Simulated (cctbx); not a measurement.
## What resolution and counting buy: KGd2TlAg2Se5

Space group Cmcm (no. 63), a = 4.2820 Å, b = 15.1460 Å, c = 17.3500 Å, α = 90.00°, β = 90.00°, γ = 90.00°.

```csv
atom,mult.,x,y,z,Ueq (Å²)
Tl1,4,1/2,0.3483,1/4,0.0044
Gd1,8,0,0.3068,0.4069,0.0044
Ag1,8,0,0.0874,0.4566,0.0062
Se1,8,0,0.0632,0.8840,0.0054
Se2,8,0,0.3195,0.9323,0.0071
Se3,4,0,0.2429,1/4,0.0064
K1,4,1/2,0.0653,1/4,0.0102
```

The model is made up (kin elements in a known structure type, no relaxation), so it says nothing on whether the phase exists.

Five simulated data sets (cctbx; Ag Kα, λ = 0.56087 Å; 2 % proportional error) differ in resolution or exposure (noise floor 8 counts in the first three, 8 in the last two). Each is refined with the right model, isotropic at 1.1 Å and anisotropic otherwise. How do the figures of merit and the uncertainties move?

| d min (Å) | top counts | ⟨I/σ⟩ (unmerged, absences included) | unique | param. (scale apart) | Rint | R1 | GooF | largest s.u. xyz (fractional) | s.u. U of K1 (Å²) | largest error (Å) |
| --- | --- | --- | --- | --- | --- | --- | --- | --- | --- | --- |
| 1.1 | 5000 | 4.2 | 270 | 18 | 0.053 | 0.0183 | 0.91 | 0.00038 | 0.0016 | 0.0085 |
| 0.84 | 5000 | 3.4 | 589 | 36 | 0.068 | 0.0207 | 0.89 | 0.00026 | 0.0020 | 0.0051 |
| 0.6 | 5000 | 2.5 | 1537 | 36 | 0.096 | 0.0289 | 0.93 | 0.00019 | 0.0010 | 0.0024 |
| 0.75 | 300 | 0.4 | 819 | 36 | 0.558 | 0.1017 | 0.90 | 0.00158 | 0.0092 | 0.0354 |
| 0.75 | 3000 | 2.3 | 819 | 36 | 0.109 | 0.0288 | 0.90 | 0.00030 | 0.0020 | 0.0051 |

The number of reflections grows roughly as 1/d³: 270, 589 and 1537 here. R1 follows the noise rather than the truth: at 300 counts it is 0.1017, at 3000 counts 0.0288, while GooF is 0.90 and 0.90: the weights 1/σ² carry the noise. The s.u. of U (U11 where anisotropic) for K1 goes 0.0016, 0.0020, 0.0010 Å² with resolution and 0.0092, 0.0020 Å² with exposure.

Hardware for the 0.6 Å refinement: 0.43 s on 1 thread of AMD EPYC 7R13 Processor (Zen 3), on a shared host, peak memory 0.1 GiB.

[Logs are printed without paths, hosts, clocks, repeated set-up lines and the standing remarks that a program may print on its own settings, such as how far it seeks lower states.]
